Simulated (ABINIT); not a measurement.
# Quasiparticle gap of SiO2 (P6_222) in ABINIT

Wanted: ground state, empty states, screening and self-energy for SiO2 (P6_222).

Calculated with ABINIT 10.8.3; LDA and many-body steps on it, plane waves.

The database entry behind the starting cell is an old determination (1926), so it need not match the best structure at ambient conditions.

### Step 1. Set-up

The structure is hexagonal, space group P6_222 (No. 180). The conventional cell has a = 5.013 Å, b = 5.013 Å, c = 5.470 Å, α = 90.00°, β = 90.00°, γ = 120.00°. Nearest to Si lie 4 O at 1.62 Å. Nearest to O lie 2 Si at 1.62 Å. Farther neighbours and most contacts between anions are not listed.

Coordinates:

```cif
data_structure
_symmetry_space_group_name_H-M 'P6_222'
_symmetry_Int_Tables_number 180
_cell_length_a 5.0130
_cell_length_b 5.0130
_cell_length_c 5.4700
_cell_angle_alpha 90.000
_cell_angle_beta 90.000
_cell_angle_gamma 120.000
_cell_volume 119.05
loop_
_atom_site_label
_atom_site_type_symbol
_atom_site_symmetry_multiplicity
_atom_site_Wyckoff_symbol
_atom_site_fract_x
_atom_site_fract_y
_atom_site_fract_z
_atom_site_occupancy
Si1 Si 3 c 0.50000 0.50000 0.33333 1
O1 O 6 j 0.19700 0.80300 0.83333 1
```

The cell and positions come from the Crystallography Open Database and are kept as given unless a step says otherwise.

### Step 2. Ground state

This step: ABINIT 10.8.3; DFT, LDA, plane waves, norm-conserving pseudopotentials.

The ground-state density comes first.

Input file run.abi:

```
acell 3*1.0 Angstrom
rprim 
  5.013000000017 -0.000000000004 0.000000000000
  -2.506500000005 4.341385349188 0.000000000000
  0.000000000000 0.000000000000 5.470000000000
ntypat 2
znucl 14 8
natom 9
typat 1 1 1 2 2 2 2 2 2
xred 
  0.500000000000 0.500000000000 0.333333333333
  0.000000000000 0.500000000000 0.666666666667
  0.500000000000 0.000000000000 -0.000000000000
  0.197000000000 0.803000000000 0.833333333333
  0.394000000000 0.197000000000 0.166666666667
  0.197000000000 0.394000000000 0.500000000000
  0.803000000000 0.197000000000 0.833333333333
  0.606000000000 0.803000000000 0.166666666667
  0.803000000000 0.606000000000 0.500000000000
pp_dirpath "pseudos"
pseudos "Si.upf, O.upf"
ecut 36
ngkpt 6 6 4
nshiftk 1
shiftk 0 0 0
kptopt 1
chksymbreak 0
nband 32
occopt 1
tolvrs 1e-10
nstep 60
prtwf 0
optforces 0
optstress 0
indata_prefix "in"
outdata_prefix "out"
tmpdata_prefix "tmp"
```

Launch:

```console
$ OMP_NUM_THREADS=1 mpirun -n 4 abinit run.abi > log
```

Numbers of over 12 decimals in the logs are rounded to 6 here.

Log:

```text
.Version 10.8.3 of ABINIT. v10.8.2 released Aug 2026.

 Symmetries : space group P6_2 2 2 (#180); Bravais hP (primitive hexag.)
================================================================================
 Values of the parameters that define the memory need of the present run
     intxc =       0    ionmov =       0      iscf =       7    lmnmax =       6
     lnmax =       6     mgfft =      60  mpssoang =       3    mqgrid =    3001
     natom =       9  nloc_mem =       1    nspden =       1   nspinor =       1
    nsppol =       1      nsym =      12    n1xccc =    2501    ntypat =       2
    occopt =       1   xclevel =       1
-    mband =          32        mffmem =           1         mkmem =           6
       mpw =        8312          nfft =      174960          nkpt =          21
================================================================================
  Rough estimation (10% accuracy) of disk space for files :
================================================================================

--------------------------------------------------------------------------------
------------- Echo of variables that govern the present computation ------------
--------------------------------------------------------------------------------
 -outvars: echo values of preprocessed input variables --------
            acell      1.8897261259E+00  1.8897261259E+00  1.8897261259E+00 Bohr

      chksymbreak           0
             ecut      3.60000000E+01 Hartree
-          fftalg         312

              ixc       -1012
              kpt      0.00000000E+00  0.00000000E+00  0.00000000E+00
                       1.66666667E-01  0.00000000E+00  0.00000000E+00
                       3.33333333E-01  0.00000000E+00  0.00000000E+00
                       5.00000000E-01  0.00000000E+00  0.00000000E+00
                       1.66666667E-01  1.66666667E-01  0.00000000E+00
                       3.33333333E-01  1.66666667E-01  0.00000000E+00
                       3.33333333E-01  3.33333333E-01  0.00000000E+00
                       0.00000000E+00  0.00000000E+00  2.50000000E-01
                       1.66666667E-01  0.00000000E+00  2.50000000E-01
   [... 10 further rows ...]
                       3.33333333E-01  1.66666667E-01  5.00000000E-01
                       3.33333333E-01  3.33333333E-01  5.00000000E-01
         kptrlatt        6    0    0      0    6    0      0    0    4
          kptrlen      4.13472076E+01
P           mkmem           6
            natom           9
            nband          32
            ngfft          54      54      60
             nkpt          21
            nstep          60
             nsym          12
           ntypat           2
              occ      2.000000  2.000000  2.000000  2.000000  2.000000  2.000000
                       2.000000  2.000000  2.000000  2.000000  2.000000  2.000000
                       2.000000  2.000000  2.000000  2.000000  2.000000  2.000000
                       2.000000  2.000000  2.000000  2.000000  2.000000  2.000000
                       0.000000  0.000000  0.000000  0.000000  0.000000  0.000000
                       0.000000  0.000000
        optforces           0
        optstress           0
            prtwf           0
            rprim      5.0130000000E+00 -4.0000000000E-12  0.0000000000E+00
[...]
spgroup         180

           tolvrs      1.00000000E-10

             xred      5.0000000000E-01  5.0000000000E-01  3.3333333333E-01
[...]
znucl       14.00000    8.00000

================================================================================

 chkinp: Checking input parameters for consistency.

================================================================================
== DATASET  1 ==================================================================
-   mpi_nproc: 4, omp_nthreads: 1 (-1 if OMP is not activated)

--- !DatasetInfo
iteration_state: {dtset: 1, }
dimensions: {natom: 9, nkpt: 21, mband: 32, nsppol: 1, nspinor: 1, nspden: 1, mpw: 8312, }
cutoff_energies: {ecut:  36.0, pawecutdg:  -1.0, }
electrons: {nelect:   4.80000000E+01, charge:   0.00000000E+00, occopt:   1.00000000E+00, tsmear:   1.00000000E-02, }

 Real(R)+Recip(G) space primitive vectors, cartesian coordinates (Bohr,Bohr^-1):
 R(1)=  9.4731971  0.0000000  0.0000000  G(1)=  0.1055610  0.0609457  0.0000000
 R(2)= -4.7365985  8.2040293  0.0000000  G(2)=  0.0000000  0.1218913  0.0000000
 R(3)=  0.0000000  0.0000000 10.3368019  G(3)=  0.0000000  0.0000000  0.0967417
 Unit cell volume ucvol=  8.0335957E+02 bohr^3
 Angles (23,13,12)=  9.00000000E+01  9.00000000E+01  1.20000000E+02 degrees

 getcut: wavevector=  0.0000  0.0000  0.0000  ngfft=  54  54  60
         ecut(hartree)=     36.000   => boxcut(ratio)=   2.11096

--- Pseudopotential description ------------------------------------------------
- Si Generated using ONCVPSP code by D. R. Hamann
- 14.00000   4.00000  180309                  znucl, zion, pspdat
12 -1012 2 -1 1510                            pspcod,pspxc,lmax,lloc,mmax
     nproj     2     2     2
  pspatm : epsatm=    6.67003958
         --- l  ekb(1:nproj) -->
[...]
pspatm: atomic psp has been read  and splines computed

- O Generated using ONCVPSP code by D. R. Hamann
-  8.00000   6.00000  201201                  znucl, zion, pspdat
12 -1012 2 -1 926                             pspcod,pspxc,lmax,lloc,mmax
     nproj     2     2     1
  pspatm : epsatm=    6.27558587
         --- l  ekb(1:nproj) -->
[...]
2   -1.033686
 pspatm: atomic psp has been read  and splines computed

   2.76785443E+03                                ecore*ucvol(ha*bohr**3)
--------------------------------------------------------------------------------

_setup2: Arith. and geom. avg. npw (full set) are    8288.188    8288.178

================================================================================

--- !BeginCycle
iteration_state: {dtset: 1, }
solver: {iscf: 7, nstep: 60, nline: 4, wfoptalg: 0, }
tolerances: {tolvrs: 1.00E-10, }

     iter   Etot(hartree)      deltaE(h)  residm     vres2
 ETOT  1  -111.61566762848    -1.116E+02 1.321E-01 1.742E+03
 ETOT  2  -111.73846366817    -1.228E-01 1.592E-02 1.420E+03
 ETOT  3  -112.29200656042    -5.535E-01 7.629E-03 1.912E+01
 ETOT  4  -112.29641786766    -4.411E-03 3.940E-03 2.443E-01
 ETOT  5  -112.29645494341    -3.708E-05 1.671E-03 3.617E-02
 ETOT  6  -112.29645662694    -1.684E-06 1.492E-03 2.690E-03
 ETOT  7  -112.29645687873    -2.518E-07 5.291E-04 1.379E-04
 ETOT  8  -112.29645688568    -6.950E-09 5.873E-04 4.480E-06
 ETOT  9  -112.29645688597    -2.819E-10 2.495E-04 6.075E-08
 ETOT 10  -112.29645688599    -2.424E-11 3.683E-04 2.407E-09
 ETOT 11  -112.29645688599     1.705E-12 2.681E-04 1.253E-11

 At SCF step   11       vres2   =  1.25E-11 < tolvrs=  1.00E-10 =>converged.

--- !ResultsGS
iteration_state: {dtset: 1, }
comment   : Summary of ground state results
lattice_vectors:
- [  9.4731971,  -0.0000000,   0.0000000, ]
- [ -4.7365985,   8.2040293,   0.0000000, ]
- [  0.0000000,   0.0000000,  10.3368019, ]
lattice_lengths: [   9.47320,    9.47320,   10.33680, ]
lattice_angles: [ 90.000,  90.000, 120.000, ] # degrees, (23, 13, 12)
lattice_volume:   8.0335957E+02
convergence: {deltae:  1.705E-12, res2:  1.253E-11, residm:  2.681E-04, diffor:  0.000E+00, }
etotal    :  -1.12296457E+02
entropy   :   0.00000000E+00
fermie    :  -6.65673034E-03
cartesian_stress_tensor: null
pressure_GPa: null
xred      :
- [  5.0000E-01,   5.0000E-01,   3.3333E-01, Si]
- [  2.8807E-17,   5.0000E-01,   6.6667E-01, Si]
- [  5.0000E-01,   1.8504E-17,   7.4015E-17, Si]
- [  1.9700E-01,   8.0300E-01,   8.3333E-01,  O]
- [  3.9400E-01,   1.9700E-01,   1.6667E-01,  O]
- [  1.9700E-01,   3.9400E-01,   5.0000E-01,  O]
- [  8.0300E-01,   1.9700E-01,   8.3333E-01,  O]
- [  6.0600E-01,   8.0300E-01,   1.6667E-01,  O]
- [  8.0300E-01,   6.0600E-01,   5.0000E-01,  O]
cartesian_forces: null
force_length_stats: {min: null, max: null, mean: null, }

 Integrated electronic density in atomic spheres:
 ------------------------------------------------
 Atom  Sphere_radius  Integrated_density
[...]
================================================================================

 ----iterations are completed or convergence reached----

 Mean square residual over all n,k,spin=   18.618E-07; max=  26.815E-05
 reduced coordinates (array xred) for    9 atoms
[...]
0.394000000000      0.197000000000      0.166666666667
       0.197000000000      0.394000000000      0.500000000000
       0.803000000000      0.197000000000      0.833333333333
       0.606000000000      0.803000000000      0.166666666667
       0.803000000000      0.606000000000      0.500000000000
 rms dE/dt=  0.0000E+00; max dE/dt=  0.0000E+00; dE/dt below (all hartree)
    1       0.000000000000      0.000000000000      0.000000000000
    2       0.000000000000      0.000000000000      0.000000000000
    3       0.000000000000      0.000000000000      0.000000000000
    4       0.000000000000      0.000000000000      0.000000000000
    5       0.000000000000      0.000000000000      0.000000000000
    6       0.000000000000      0.000000000000      0.000000000000
    7       0.000000000000      0.000000000000      0.000000000000
    8       0.000000000000      0.000000000000      0.000000000000
    9       0.000000000000      0.000000000000      0.000000000000

 cartesian coordinates (angstrom) at end:
    1      1.253250     2.170693     1.823333
[...]
5      1.481342     0.855253     0.911667
    6      1.38e-12     1.710506     2.735000
    7      3.531659     0.855253     4.558333
    8      1.025159     3.486132     0.911667
    9      2.506500     2.630880     2.735000
 length scales=  1.889726125908  1.889726125908  1.889726125908 bohr
              =  1.000000000000  1.000000000000  1.000000000000 angstroms
 prteigrs : about to open file out_EIG
 Fermi (or HOMO) energy (hartree) =  -0.00666   Average Vxc (hartree)=  -0.34782
 Eigenvalues (hartree) for nkpt=  21  k points:
 kpt#   1, nband= 32, wtk=  0.00694, kpt=  0.0000  0.0000  0.0000 (reduced coord)
  -0.70762   -0.65060   -0.65060   -0.63092   -0.63092   -0.62268   -0.31345   -0.31345
  -0.22957   -0.19573   -0.19125   -0.19125   -0.12301   -0.10838   -0.10838   -0.09966
  -0.06740   -0.06740   -0.06508   -0.04891   -0.04891   -0.02489   -0.02489   -0.01087
   0.19080    0.31079    0.31079    0.33889    0.33889    0.35913    0.37181    0.44377
 prteigrs : prtvol=0 or 1, do not print more k-points.

--- !EnergyTerms
iteration_state     : {dtset: 1, }
comment             : Components of total free energy in Hartree
kinetic             :  7.32567279551706E+01
hartree             :  3.98709432040249E+01
xc                  : -2.99050487686675E+01
Ewald energy        : -6.71506540525114E+01
psp_core            :  3.44534943983338E+00
local_psp           : -1.16571388555247E+02
non_local_psp       : -1.52423861085911E+01
total_energy        : -1.12296456885988E+02
total_energy_eV     : -3.05574226237977E+03
band_energy         : -1.22708451249706E+01

== END DATASET(S) ==============================================================
================================================================================

 -outvars: echo values of variables after computation  --------
           etotal     -1.1229645689E+02
            nband          32
             nkpt          21
          spgroup         180
 [... the other variables as echoed above ...]

 Calculation completed.
```

Wall time 83 s (4 MPI ranks of Arm Neoverse V1, shared host); peak memory 0.48 GiB.

Numbers from this step:

| Quantity | Value |
| --- | --- |
| total energy | -3055.7423 eV |
| gap | 5.373 eV |
| k of the valence top | 0, 0, 0.5 |
| k of the conduction bottom | 0, 0, 0 |
| least direct gap | 5.488 eV |

The gap is indirect, with the least direct gap 0.11 eV higher.

(Part 1 of 3 ends here.)

[Paths, hosts, dates, memory and timing lines, banners, echoed tables and standing remarks are left out of the program output.]

[Logs are printed without paths, hosts, clocks, repeated set-up lines and the standing remarks that a program may print on its own settings, such as how far it seeks lower states.]

[Runs of the session that timed out or met a known fault of the program may be left out.]

[Hosts, paths, dates, database ids (printed as entryN), source tags and the programs' standing remarks are cut or masked in the printed files.]

[G0W0 gaps are taken among the corrected bands and points alone; a level outside them can change the order at an edge.]

[Where Ansatz stands beside ABINIT at settings called matched, ABINIT's density can come from a denser mesh and the files from another edition; pairs whose starting gaps differed by over 0.03 eV were left out, so agreement reads better than it is.]
